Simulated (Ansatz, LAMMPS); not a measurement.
# Molecular dynamics of Li+ TFSI- in dimethyl carbonate at 350 K (140 atoms)

How do the atoms of Li+ TFSI- in dimethyl carbonate at 350 K (140 atoms) move, and what local order do they keep?

Program: Ansatz 0.2.0. Level of theory: Kohn-Sham DFT, RPBE+D3(BJ), PAW (set soft_2), plane waves. Results are calculated unless marked as measured.

### Step 1. The structure

The cell holds 140 atoms: 2 N, 4 S, 35 O, 31 C, 12 F, 54 H and 2 Li. Its edges and angles: a = 12.082 Å, b = 12.082 Å, c = 12.082 Å, α = 90.0°, β = 90.0°, γ = 90.0°. 9 dimethyl carbonate, 2 Li+, 2 TFSI- placed at random, at 1.3 g/cm³; overlaps pushed apart, then 10 ps at 550 K with Joung-Cheatham ions (J. Phys. Chem. B 112, 9020 (2008)); MMFF94 bonds, angles, torsions, charges and radii (Halgren, J. Comput. Chem. 17, 490 (1996)) in harmonic and 12-6 forms; charges of ions scaled by 0.8. Snapshot after 30 ps at 350 K and fixed volume.

Before any run, some limits are plain. The network of contacts between molecules at the start is that of the classical potential that made the cell, and needn't be the one that DFT or experiment would give. The density was typed from a rule of thumb and may lie off the real one at this temperature. Only the Γ point is sampled, in a cell whose shortest periodic width is 12 Å.

### Step 2. Single point at the start

A single point comes first, to see the forces before anything moves.

input.yaml

```yaml
crystal:
  lattice:
    - [12.08162, 0.0, 0.0]
    - [0.0, 12.08162, 0.0]
    - [0.0, 0.0, 12.08162]
  atoms:
    - { symbol: "N", position: [0.62845, 0.8013, 0.78248] }
    - { symbol: S, position: [0.60828, 0.92716, 0.80548] }
    - { symbol: O, position: [0.56414, 0.99174, 0.71254] }
    - { symbol: O, position: [0.6925, 0.9902, 0.86072] }
    [... 130 atom lines left out ...]
    - { symbol: H, position: [0.06416, 0.80091, 0.02196] }
    - { symbol: H, position: [0.20319, 0.68742, 0.62692] }
    - { symbol: H, position: [0.11912, 0.77, 0.53096] }
    - { symbol: H, position: [0.05173, 0.67535, 0.61288] }
    - { symbol: Li, position: [0.74051, 0.01374, 0.53821] }
    - { symbol: Li, position: [0.0658, 0.3935, 0.15042] }
kpoints:
  mp_grid: { grid: [1, 1, 1] }
hamiltonian:
  xc: rpbe
  dispersion: d3bj
scf:
  occupations: { method: fermi_dirac, width: 0.025 }
output:
  forces: true
```

Started as:

```
$ ansatz run input.yaml --threads 4 --pin off --max-ram 8192MiB --backend cpu --events-out ev --progress --plain --runs-dir out
```

The job ended after 22 s (4 threads of Arm Neoverse V1, shared host; peak memory 2.2 GiB).

Numbers from this run:

| Property | Result |
| --- | --- |
| free energy | -43132.7436 eV |
| free energy per atom | -308.0910 eV/atom |
| SCF cycles | 11 |
| r.m.s. force component | 1 eV/Å |
| longest force | 4.895 eV/Å |
| Fermi energy | 1.503 eV |

The r.m.s. force component of 1.0 eV/Å sets the starting point.

Neighbours are counted within 1.34 Å (H-C), 1.73 Å (O-C), 1.88 Å (O-S), 2.52 Å (O-Li), 1.62 Å (C-F), 2.21 Å (C-S), 1.98 Å (S-N).

Length of the force by element and coordination:

| element | coordination | atoms | mean length of the force (eV/Å) | spread | least | most |
| --- | --- | --- | --- | --- | --- | --- |
| C | all | 31 | 2.18 | 0.951 | 0.853 | 4.90 |
| C | 3 | 9 | 2.03 | 0.760 | 0.853 | 3.30 |
| C | 4 | 22 | 2.24 | 1.01 | 0.931 | 4.90 |
| F | all | 12 | 1.32 | 0.445 | 0.504 | 2.15 |
| H | all | 54 | 1.10 | 0.607 | 0.254 | 3.34 |
| Li | all | 2 | 0.57 | 0.0882 | 0.482 | 0.658 |
| Li | 4 | 1 | 0.658 | 0 | 0.658 | 0.658 |
| Li | 5 | 1 | 0.482 | 0 | 0.482 | 0.482 |
| N | all | 2 | 1.46 | 0.176 | 1.29 | 1.64 |
| O | all | 35 | 1.58 | 0.746 | 0.558 | 3.62 |
| O | 1 | 8 | 1.37 | 0.532 | 0.558 | 2.08 |
| O | 2 | 27 | 1.64 | 0.788 | 0.637 | 3.62 |
| S | all | 4 | 2.11 | 1.25 | 0.608 | 4.08 |

### Step 3. Dynamics at 350 K

A Nosé–Hoover thermostat steers the temperature while disturbing the dynamics little. The time step is 0.5 fs, short enough for the stretching of bonds to hydrogen.

input.yaml: that of step 2 with these lines changed.

```diff
@@ -16 +16,8 @@
   forces: true
+md:
+  timestep: 0.5
+  n_steps: 190
+  ensemble: nvt_nose_hoover
+  temperature: 350
+  initial_velocities: maxwell_boltzmann
+  seed: 1319
```

Wall time 35 min (4 threads); peak memory 2.4 GiB; 2.3 h of CPU time.

The program notes that it switched symmetry off.

Rows from the run:

| time (fs) | T (K) | potential (meV/atom) | conserved (meV/atom) |
| --- | --- | --- | --- |
| 0.0 | 350 | 0.0 | 0.00 |
| 6.5 | 397 | -6.0 | -0.02 |
| 12.5 | 375 | -3.3 | -0.01 |
| 19.0 | 373 | -3.1 | 0.00 |
| 25.5 | 365 | -2.1 | 0.01 |
| 31.5 | 382 | -4.5 | -0.01 |
| 38.0 | 367 | -2.6 | 0.00 |
| 44.5 | 374 | -3.7 | 0.00 |
| 50.5 | 405 | -8.0 | 0.01 |
| 57.0 | 400 | -7.7 | 0.00 |
| 63.5 | 377 | -5.1 | -0.02 |
| 69.5 | 377 | -5.4 | -0.01 |
| 76.0 | 399 | -8.7 | -0.01 |
| 82.5 | 403 | -9.7 | -0.01 |
| 88.5 | 365 | -5.4 | 0.00 |
| 95.0 | 370 | -6.5 | 0.00 |

Mean square displacement from the first frame to the last: N 0.13 Å², S 0.10 Å², O 0.18 Å², C 0.17 Å², F 0.21 Å², H 0.99 Å², Li 0.14 Å².

The mean square displacement by time lag:

| time lag (fs) | C (Å²) | F (Å²) | H (Å²) | Li (Å²) | N (Å²) | O (Å²) | S (Å²) |
| --- | --- | --- | --- | --- | --- | --- | --- |
| 0.5 | 1.9e-5 | 1.6e-5 | 2.2e-4 | 2.8e-5 | 1.5e-5 | 1.5e-5 | 1.0e-5 |
| 2.0 | 3.0e-4 | 2.6e-4 | 0.00343 | 4.4e-4 | 2.5e-4 | 2.5e-4 | 1.7e-4 |
| 4.0 | 0.00116 | 0.00103 | 0.0119 | 0.00176 | 9.7e-4 | 9.7e-4 | 6.6e-4 |
| 6.0 | 0.00245 | 0.00228 | 0.0220 | 0.00391 | 0.00214 | 0.00212 | 0.00145 |
| 8.0 | 0.00405 | 0.00398 | 0.0315 | 0.00682 | 0.00370 | 0.00364 | 0.00249 |
| 10.0 | 0.00585 | 0.00608 | 0.0408 | 0.0104 | 0.00557 | 0.00546 | 0.00374 |
| 12.0 | 0.00779 | 0.00853 | 0.0511 | 0.0146 | 0.00768 | 0.00750 | 0.00516 |
| 14.0 | 0.00978 | 0.0113 | 0.0616 | 0.0192 | 0.00995 | 0.00971 | 0.00670 |
| 16.0 | 0.0118 | 0.0143 | 0.0703 | 0.0242 | 0.0123 | 0.0121 | 0.00832 |
| 18.0 | 0.0137 | 0.0175 | 0.0764 | 0.0294 | 0.0147 | 0.0145 | 0.00999 |
| 20.0 | 0.0157 | 0.0210 | 0.0818 | 0.0348 | 0.0170 | 0.0171 | 0.0117 |
| 22.0 | 0.0178 | 0.0246 | 0.0903 | 0.0403 | 0.0192 | 0.0197 | 0.0134 |
| 24.0 | 0.0200 | 0.0283 | 0.104 | 0.0457 | 0.0214 | 0.0225 | 0.0150 |
| 25.5 | 0.0218 | 0.0312 | 0.117 | 0.0496 | 0.0230 | 0.0247 | 0.0163 |
| 27.5 | 0.0243 | 0.0352 | 0.136 | 0.0546 | 0.0250 | 0.0277 | 0.0180 |
| 29.5 | 0.0270 | 0.0393 | 0.155 | 0.0592 | 0.0270 | 0.0309 | 0.0197 |
| 31.5 | 0.0299 | 0.0435 | 0.176 | 0.0632 | 0.0290 | 0.0342 | 0.0214 |
| 33.5 | 0.0330 | 0.0478 | 0.198 | 0.0666 | 0.0310 | 0.0376 | 0.0231 |
| 35.5 | 0.0362 | 0.0522 | 0.222 | 0.0693 | 0.0332 | 0.0412 | 0.0249 |
| 37.5 | 0.0397 | 0.0566 | 0.245 | 0.0714 | 0.0355 | 0.0450 | 0.0266 |
| 39.5 | 0.0432 | 0.0612 | 0.266 | 0.0727 | 0.0379 | 0.0488 | 0.0284 |
| 41.5 | 0.0468 | 0.0658 | 0.284 | 0.0734 | 0.0406 | 0.0528 | 0.0302 |
| 43.5 | 0.0506 | 0.0706 | 0.303 | 0.0736 | 0.0435 | 0.0569 | 0.0321 |
| 45.5 | 0.0544 | 0.0754 | 0.324 | 0.0734 | 0.0467 | 0.0611 | 0.0340 |
| 47.5 | 0.0582 | 0.0803 | 0.347 | 0.0728 | 0.0501 | 0.0654 | 0.0361 |

The drift taken off is the plain mean over atoms, not the centre of mass, so with hydrogen in the cell the heavy atoms' values at short lags are too large.

Over the second half of 95 fs the temperature averages 387 K, falling from about 408 to 372 K (means over the first and last quarter of that half). The conserved energy stays within 0.04 meV/atom. From first frame to last H has the largest mean square displacement, 0.99 Å² at the end; the farthest move is 2.11 Å. The run spans 0.10 ps, too short for its means to be equilibrium values.

### Step 4. Local order late in the run

The g(r) is a mean over the second half; what follows it is taken at the last frame.

Bonds before and after, by the cutoffs listed below:

| pair | bonds before | bonds after | mean before (Å) | mean after (Å) | spread before (Å) | spread after (Å) |
| --- | --- | --- | --- | --- | --- | --- |
| H-C | 54 | 54 | 1.099 | 1.099 | 0.035 | 0.034 |
| O-C | 45 | 45 | 1.359 | 1.366 | 0.081 | 0.093 |
| O-S | 8 | 8 | 1.446 | 1.440 | 0.011 | 0.014 |
| C-F | 12 | 12 | 1.360 | 1.355 | 0.037 | 0.036 |
| C-S | 4 | 4 | 1.801 | 1.912 | 0.036 | 0.046 |
| S-N | 4 | 4 | 1.569 | 1.571 | 0.018 | 0.030 |

Density 1.30 g/cm³, 12.60 Å³ an atom.

Mean of 13 frames. Pair distribution functions g(r), in bins of 0.2 Å:

| r (Å) | total | H-H | H-O | H-C | H-F | H-S | H-Li |
| --- | --- | --- | --- | --- | --- | --- | --- |
| 1.00 | 1.82 | 0.00 | 0.00 | 10.63 | 0.00 | 0.00 | 0.00 |
| 1.20 | 1.91 | 0.00 | 0.00 | 8.22 | 0.00 | 0.00 | 0.00 |
| 1.40 | 1.92 | 0.00 | 0.00 | 0.00 | 0.00 | 0.00 | 0.00 |
| 1.60 | 0.24 | 0.44 | 0.00 | 0.00 | 0.00 | 0.00 | 0.00 |
| 1.80 | 1.15 | 7.31 | 0.02 | 0.00 | 0.00 | 0.00 | 0.00 |
| 2.00 | 0.79 | 0.61 | 2.95 | 0.00 | 0.04 | 0.00 | 0.00 |
| 2.20 | 0.94 | 0.15 | 2.00 | 0.01 | 0.37 | 0.00 | 0.00 |
| 2.40 | 0.69 | 0.41 | 0.66 | 0.41 | 0.95 | 0.00 | 0.00 |
| 2.60 | 0.85 | 0.41 | 1.03 | 0.97 | 0.80 | 0.10 | 0.00 |
| 2.80 | 0.82 | 0.66 | 0.89 | 0.90 | 0.91 | 0.32 | 0.24 |
| 3.00 | 0.75 | 0.56 | 1.16 | 0.71 | 0.60 | 0.00 | 0.83 |
| 3.20 | 0.92 | 0.72 | 0.89 | 1.33 | 0.87 | 0.48 | 2.63 |
| 3.40 | 0.88 | 0.81 | 0.83 | 1.02 | 0.57 | 0.89 | 1.44 |
| 3.60 | 0.92 | 0.95 | 0.95 | 0.92 | 0.99 | 0.48 | 1.54 |
| 3.80 | 1.04 | 0.82 | 1.46 | 1.12 | 1.03 | 1.08 | 2.00 |
| 4.00 | 1.01 | 0.93 | 1.29 | 1.04 | 1.25 | 1.43 | 1.23 |
| 4.20 | 1.06 | 0.96 | 1.21 | 0.89 | 1.25 | 1.64 | 1.07 |
| 4.40 | 1.01 | 0.95 | 1.07 | 0.97 | 0.98 | 1.13 | 1.01 |
| 4.60 | 1.05 | 0.98 | 1.04 | 1.21 | 1.16 | 1.05 | 1.08 |
| 4.80 | 1.06 | 1.11 | 0.90 | 1.31 | 1.11 | 0.77 | 1.04 |
| 5.00 | 1.11 | 1.22 | 0.98 | 1.29 | 0.99 | 0.89 | 1.50 |
| 5.20 | 1.08 | 1.16 | 1.06 | 1.06 | 1.00 | 1.27 | 0.96 |
| 5.40 | 1.08 | 1.05 | 0.95 | 1.05 | 0.83 | 1.31 | 1.25 |
| 5.60 | 1.02 | 1.08 | 0.91 | 1.00 | 0.90 | 1.42 | 0.46 |
| 5.80 | 0.98 | 1.06 | 0.92 | 0.94 | 1.02 | 1.79 | 0.80 |

Bonds by pair of elements; cutoffs follow the first minimum of g(r), held within bounds set by covalent radii, and pairs that aren't listed don't count as bonded:

| pair A-B | cutoff (Å) | bonds | mean length (Å) | spread (Å) | shortest (Å) | B about A | A about B |
| --- | --- | --- | --- | --- | --- | --- | --- |
| H-C | 1.34 | 54 | 1.10 | 0.034 | 1.01 | 1 | 1.74 |
| O-C | 1.73 | 45 | 1.37 | 0.093 | 1.19 | 1.29 | 1.45 |
| O-S | 1.93 | 8 | 1.44 | 0.014 | 1.42 | 0.229 | 2 |
| O-Li | 2.58 | 8 | 2.03 | 0.064 | 1.91 | 0.229 | 4 |
| C-F | 1.62 | 12 | 1.35 | 0.036 | 1.29 | 0.387 | 1 |
| C-S | 2.21 | 4 | 1.91 | 0.046 | 1.85 | 0.129 | 1 |
| S-N | 2.08 | 4 | 1.57 | 0.03 | 1.53 | 1 | 2 |

The cutoff for O-Li falls short of the minimum of g(r), so counts run low and odd coordinations can be artefacts.

How many atoms have how many bonded neighbours:

| element | mean | 1 | 2 | 3 | 4 |
| --- | --- | --- | --- | --- | --- |
| C | 3.71 | 0 | 0 | 9 | 22 |
| F | 1 | 12 | 0 | 0 | 0 |
| H | 1 | 54 | 0 | 0 | 0 |
| Li | 4 | 0 | 0 | 0 | 2 |
| N | 2 | 0 | 2 | 0 | 0 |
| O | 1.74 | 9 | 26 | 0 | 0 |
| S | 4 | 0 | 0 | 0 | 4 |

Bond angles, per cent of each kind in bins of 5°:

| angle (°) | H-C-H | H-C-O | O-C-O | C-O-C | F-C-F |
| --- | --- | --- | --- | --- | --- |
| 95–100 | 1.8 | 1.8 | 0.0 | 0.0 | 0.0 |
| 100–105 | 11.1 | 13.0 | 3.7 | 0.0 | 41.7 |
| 105–110 | 42.6 | 48.1 | 22.2 | 0.0 | 50.0 |
| 110–115 | 27.8 | 29.6 | 7.4 | 38.9 | 8.3 |
| 115–120 | 14.8 | 7.4 | 0.0 | 38.9 | 0.0 |
| 120–125 | 1.8 | 0.0 | 33.3 | 16.7 | 0.0 |
| 125–130 | 0.0 | 0.0 | 29.6 | 5.6 | 0.0 |
| 130–135 | 0.0 | 0.0 | 3.7 | 0.0 | 0.0 |

Bond angles (no mean is given where the spread exceeds 20°):

| angle | count | mean (°) | spread (°) |
| --- | --- | --- | --- |
| H-C-H | 54 | 110 | 4.6 |
| H-C-O | 54 | 109 | 4 |
| O-C-O | 27 | 120 | 8.6 |
| C-O-C | 18 | 117 | 4.7 |
| F-C-F | 12 | 106 | 3.2 |

Bond length by coordination (bonds to H left out):

| element | coordination | atoms | mean bond length (Å) |
| --- | --- | --- | --- |
| C | 3 | 9 | 1.31 |
| C | 4 | 22 | 1.47 |
| O | 1 | 9 | 1.37 |
| O | 2 | 26 | 1.48 |

The H-C-H angle averages 110° with a spread of 5°.

### Step 5. Single point at the last frame

The last frame is solved once more, with the analyses that the dynamics left out.

input.yaml

```yaml
crystal:
  lattice:
    - [12.08162, 0.0, 0.0]
    - [0.0, 12.08162, 0.0]
    - [0.0, 0.0, 12.08162]
  atoms:
    - { symbol: "N", position: [0.61193, 0.8134, 0.75779] }
    - { symbol: S, position: [0.59061, 0.94156, 0.78899] }
    - { symbol: O, position: [0.53275, 0.99526, 0.70046] }
    - { symbol: O, position: [0.6715, 0.99525, 0.86003] }
    [... 130 atom lines left out ...]
    - { symbol: H, position: [0.11429, 0.73685, 0.97345] }
    - { symbol: H, position: [0.2469, 0.67784, 0.6196] }
    - { symbol: H, position: [0.19324, 0.77694, 0.50941] }
    - { symbol: H, position: [0.10305, 0.68492, 0.57714] }
    - { symbol: Li, position: [0.73639, 0.00301, 0.55352] }
    - { symbol: Li, position: [0.09205, 0.42081, 0.15926] }
kpoints:
  mp_grid: { grid: [1, 1, 1] }
hamiltonian:
  xc: rpbe
  dispersion: d3bj
scf:
  occupations: { method: fermi_dirac, width: 0.025 }
output:
  forces: true
  stress: true
  populations: true
  dos:
    method: { smearing: { sigma: 0.15 } }
    de: 0.1
    projected: { site_lists: { C: [C], F: [F], H: [H], Li: [Li], "N": ["N"] } }
  eigenvalues: true
  write_density: true
  write_potential: true
  volumetric_format: npy
  elf: true
```

Wall time 37 s (4 threads); peak memory 2.3 GiB; 2.4 min of CPU time.

The program notes that the exchange-correlation potential is rough where the density is thin.

The run gave:

```yaml
free_energy: -43133.6597 eV
free_energy_per_atom: -308.0976 eV/atom
scf_cycles: 11
pressure: 0.5531 GPa
r_m_s_force_component: 0.9282 eV/Å
longest_force: 4.405 eV/Å
fermi_energy: 1.51 eV
spacing_of_highest_filled_and_lowest_empty_level: 5.089 eV
spilling_of_the_projection: 0.01467
```

Length of the force by element:

| element | coordination | atoms | mean length of the force (eV/Å) | spread | least | most |
| --- | --- | --- | --- | --- | --- | --- |
| C | all | 31 | 2.02 | 0.929 | 0.255 | 4.40 |
| F | all | 12 | 1.27 | 0.611 | 0.279 | 2.49 |
| H | all | 54 | 1.04 | 0.653 | 0.149 | 3.27 |
| Li | all | 2 | 0.390 | 0.168 | 0.221 | 0.558 |
| N | all | 2 | 1.74 | 0.0049 | 1.74 | 1.75 |
| O | all | 35 | 1.38 | 0.649 | 0.296 | 2.59 |
| S | all | 4 | 1.83 | 0.720 | 1.05 | 2.82 |

Löwdin charges by element (they lack the spilled electrons, 0.054 e an atom on average):

| element | coordination | atoms | mean charge (e) | spread | least | most |
| --- | --- | --- | --- | --- | --- | --- |
| C | all | 31 | 0.172 | 0.455 | -0.234 | 0.743 |
| F | all | 12 | -0.217 | 0.029 | -0.252 | -0.154 |
| H | all | 54 | 0.206 | 0.0196 | 0.157 | 0.248 |
| Li | all | 2 | 0.766 | 0.0018 | 0.764 | 0.768 |
| N | all | 2 | -0.908 | 0.0147 | -0.922 | -0.893 |
| O | all | 35 | -0.425 | 0.185 | -0.780 | -0.243 |
| S | all | 4 | 2.19 | 0.0323 | 2.16 | 2.24 |

Density of states as counts of states in windows of 1 eV (from the Fermi level), total and the larger projections:

| from (eV) | to (eV) | total | C p | H s | F p | C s |
| --- | --- | --- | --- | --- | --- | --- |
| -18 | -16 | 0.0 | 0.0 | 0.0 | 0.0 | 0.0 |
| -16 | -15 | 9.1 | 0.6 | 1.2 | 0.2 | 3.0 |
| -15 | -14 | 15.9 | 0.8 | 2.0 | 1.4 | 5.3 |
| -14 | -13 | 19.3 | 1.0 | 4.2 | 2.1 | 6.7 |
| -13 | -12 | 5.5 | 0.6 | 1.1 | 0.8 | 1.6 |
| -12 | -11 | 9.7 | 1.9 | 0.1 | 5.4 | 0.1 |
| -11 | -10 | 31.5 | 7.0 | 3.4 | 7.8 | 3.0 |
| -10 | -9 | 27.9 | 7.4 | 1.7 | 0.6 | 0.5 |
| -9 | -8 | 33.6 | 8.3 | 1.7 | 2.2 | 0.3 |
| -8 | -7 | 55.0 | 12.0 | 5.5 | 17.8 | 0.2 |
| -7 | -6 | 59.3 | 16.7 | 7.3 | 17.0 | 0.2 |
| -6 | -5 | 33.7 | 8.8 | 4.8 | 6.3 | 0.1 |
| -5 | -4 | 44.4 | 6.7 | 4.9 | 1.2 | 0.3 |
| -4 | -3 | 50.6 | 3.3 | 3.5 | 1.1 | 0.5 |
| -3 | -2 | 14.4 | 0.5 | 0.5 | 0.1 | 0.1 |
| -2 | 2 | 0.0 | 0.0 | 0.0 | 0.0 | 0.0 |
| 2 | 3 | 9.4 | 2.5 | 0.7 | 0.3 | 0.8 |
| 3 | 4 | 35.6 | 11.4 | 2.9 | 0.8 | 2.0 |
| 4 | 5 | 30.3 | 7.3 | 3.7 | 0.9 | 2.5 |

Between -26 and -18 eV lie 74 more states.

The stored curve holds about 484 of the 512 electrons; the rest, give or take the few that broadening carries across the Fermi level, lie in deeper levels below its range.

Not all projections were asked for or kept, so they needn't add up to the total.

The levels nearest the highest filled one (over half full), pooled over k-points and spins:

| level less the highest filled one (eV) | occupation |
| --- | --- |
| -0.384 | 2 |
| -0.335 | 2 |
| -0.300 | 2 |
| -0.205 | 2 |
| -0.014 | 2 |
| 0 | 2 |
| 5.09 | 0 |
| 5.28 | 0 |
| 5.32 | 0 |
| 5.41 | 0 |
| 5.47 | 0 |
| 5.60 | 0 |

Mean Löwdin charges: C +0.17, F -0.22, H +0.21, Li +0.77, N -0.91, O -0.42 e (they miss 1.5 % of the electrons, so they add up to more than the cell's charge).

### Step 6. Results

| Quantity | Value |
| --- | --- |
| mean temperature, second half | 387.3 K |
| temperature swing, second half | 20.28 K |
| slope of the conserved energy against time, by least squares | -0.056 meV/atom/ps |
| free energy per atom | -308.0976 eV/atom |
| pressure | 0.5531 GPa |
| r.m.s. force component | 0.9282 eV/Å |
| gap (highest filled to lowest empty level) | 5.089 eV |
| wall time of the 3 DFT runs | 36 min |

What this shows: Over the second half of 95 fs the temperature averages 387 K, falling from about 408 to 372 K (means over the first and last quarter of that half). The conserved energy stays within 0.04 meV/atom. The run spans 0.10 ps, too short for its means to be equilibrium values. Between filled and empty levels lie 5.09 eV (at Γ alone); a semilocal functional tends to put such gaps too low. In a disordered cell it changes from sample to sample and from frame to frame.

Caveats: The pressure of a single frame lacks the kinetic term, about 0.42 GPa here.

[Logs are printed without paths, hosts, clocks, repeated set-up lines and the standing remarks that a program may print on its own settings, such as how far it seeks lower states.]

[Hosts, paths, dates, database ids (printed as entryN), source tags and the programs' standing remarks are cut or masked in the printed files.]

[The MMFF94 radii named for the starting cell were scaled by 0.96; in molecules described by MMFF94, hydrogen bound to N, O or S took a small fixed 12-6 site in their place.]
